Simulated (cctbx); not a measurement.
**Lattice, Laue class and space group of a new crystal**

Cell: a = 12.0620 Å, b = 6.5590 Å, c = 6.1980 Å, α = 90.00°, β = 120.42°, γ = 90.00°. Expected content of the cell: Cu8 Ti2 S4 Na6 O12.

The data are simulated with cctbx, not measured: Mo Kα, λ = 0.71073 Å, to d = 0.8 Å, 50 % of the full sphere, strongest reflection 20000 counts, noise from counting, a 2 % proportional error and a noise floor of 2 counts (s.d.); no absorption.

Tests on the unmerged data give:

```text
1686 reflections to d = 0.800 A
centring   violations  <I/sigma> of those
    A        279 of   817      5.0
    B        279 of   835      4.9
    C          0 of   860      0.0
    I        380 of   859      6.4
    R        428 of  1142      6.3
    F        279 of  1256      3.2
Laue class    unique    Rint  (classes that these axes allow; Friedel mates merged)
C 1 2/m 1         424   0.020
space group    extra absences  I>4sigma  <I/sigma>
C 1 2 1                 0          0         -  acentric
C 1 m 1                 0          0         -  acentric
C 1 2/m 1               0          0         -  centric
Wilson B = 0.82 A^2   <|E^2-1|> = 1.234 (0.968 centric, 0.736 acentric)   E^2>4: 8.5 %
shell (A)         n   <I/sigma>
 5.34 - 1.59     53     23.8
 1.59 - 1.27     56     22.9
 1.27 - 1.11     47     14.7
 1.11 - 1.01     56     16.9
 1.01 - 0.94     50     16.0
 0.94 - 0.88     53     13.5
 0.88 - 0.84     55     15.3
 0.84 - 0.80     54     11.0
```

Q: Read the symmetry from these tables.

The reflections that C centring forbids are absent (⟨I/σ⟩ near 0), so the lattice is C.

Only C 1 2/m 1 fits these axes (Rint 0.020); a search for a hidden higher lattice was not made.

3 settings pass the absence test. No glide or screw absences show, which leaves C 1 2 1, C 1 m 1 and C 1 2/m 1.

⟨|E²−1|⟩ = 1.234 is above even the centric ideal, a mark of pseudo-translation (a class of systematically weak reflections). The Wilson B of 0.82 Å² means U ≈ 0.0104 Å².

The true group is C2/m (no. 12), Laue class 2/m, centrosymmetric. The tables only narrow the choice to the tied entries; cell content, site symmetry and trial solutions must settle it.

This is a model crystal, built by substitution and not relaxed, with assumed displacement parameters.

[Logs are printed without paths, hosts, clocks, repeated set-up lines and the standing remarks that a program may print on its own settings, such as how far it seeks lower states.]
